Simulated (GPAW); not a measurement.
Consider zinc-blende (AlAs)1-x(InAs)x, x = 0.25.

```cif
data_structure
_symmetry_space_group_name_H-M 'P 1'
_symmetry_Int_Tables_number 1
_cell_length_a 8.1462
_cell_length_b 8.1462
_cell_length_c 8.1462
_cell_angle_alpha 60.000
_cell_angle_beta 60.000
_cell_angle_gamma 60.000
_cell_volume 382.26
loop_
_atom_site_label
_atom_site_type_symbol
_atom_site_fract_x
_atom_site_fract_y
_atom_site_fract_z
_atom_site_occupancy
Al1 Al 0.99971 0.99907 0.00164 1
As2 As 0.13043 0.10959 0.13053 1
Al3 Al 0.99966 0.00220 0.49976 1
As4 As 0.12532 0.12344 0.62697 1
In5 In 0.00178 0.50024 0.00022 1
As6 As 0.13071 0.62911 0.13272 1
Al7 Al 0.99874 0.49745 0.50203 1
As8 As 0.11241 0.63740 0.61325 1
Al9 Al 0.49974 0.00125 0.00024 1
As10 As 0.62514 0.12386 0.12633 1
Al11 Al 0.50024 0.99982 0.50117 1
As12 As 0.63036 0.10991 0.63085 1
Al13 Al 0.49989 0.49790 0.99943 1
As14 As 0.61459 0.63640 0.11117 1
In15 In 0.49995 0.50053 0.49834 1
As16 As 0.62952 0.62971 0.63024 1
```

Absorber: atom 2, with 3 Al at 2.46 Å and 1 In at 2.60 Å (distorted tetrahedral). Method: GPAW, PBE, excited-electron core hole (neutral cell), 16-atom cell with 8.1 Å between holes, 4×4×4 k points, dipole transitions, Gaussian full width 2.14 eV up to 4 eV, rising linearly to 3.5 eV at 25 eV.

What does the As K edge look like?

Main maxima up to 27 eV above the zero (height): 4.2 eV (1.39), 6.4 eV (1.37), 12.8 eV (0.94), 17.0 eV (0.94) and 24.6 eV (1.04). A K edge sees empty p states on the absorber. 

The As K spectrum (energy from the bottom of the conduction band, which holds the excited electron; intensity scaled to a mean of 1 over the first 20 eV):

| E (eV) | intensity |
| --- | --- |
| -2.00 | 0.00 |
| -1.25 | 0.01 |
| -0.50 | 0.08 |
| 0.25 | 0.30 |
| 1.00 | 0.67 |
| 1.75 | 0.99 |
| 2.50 | 1.13 |
| 3.25 | 1.27 |
| 4.00 | 1.39 |
| 4.75 | 1.36 |
| 5.50 | 1.33 |
| 6.25 | 1.36 |
| 7.00 | 1.31 |
| 7.75 | 1.18 |
| 8.50 | 1.06 |
| 9.25 | 0.95 |
| 10.00 | 0.84 |
| 10.75 | 0.81 |
| 11.50 | 0.86 |
| 12.25 | 0.92 |
| 13.00 | 0.93 |
| 13.75 | 0.88 |
| 14.50 | 0.84 |
| 15.25 | 0.85 |
| 16.00 | 0.91 |
| 16.75 | 0.94 |
| 17.50 | 0.93 |
| 18.25 | 0.91 |
| 19.00 | 0.90 |
| 19.75 | 0.91 |
| 20.50 | 0.91 |
| 21.25 | 0.91 |
| 22.00 | 0.91 |
| 22.75 | 0.95 |
| 23.50 | 1.00 |
| 24.25 | 1.03 |
| 25.00 | 1.02 |
| 25.75 | 0.96 |
| 26.50 | 0.86 |
| 27.25 | 0.76 |
| 28.00 | 0.69 |

The script folds with a Gaussian, whereas the core hole's own line is a Lorentzian, so the onset is too steep and the first peak too high.

[Banner, clock and machine lines of the logs are left out without a mark of their own.]

[Logs are printed without paths, hosts, clocks, repeated set-up lines and the standing remarks that a program may print on its own settings, such as how far it seeks lower states.]

[Hosts, paths, dates, database ids (printed as entryN), source tags and the programs' standing remarks are cut or masked in the printed files.]

[Lists of maxima count a maximum above −3 eV only where it reaches 4 % of the highest in the window and stands out from its surroundings by 2 % of it (1.5 % where it reaches 55 %); shoulders and weaker maxima are passed over, and of the rest the first, up to two pre-edge ones and the few strongest are named.]
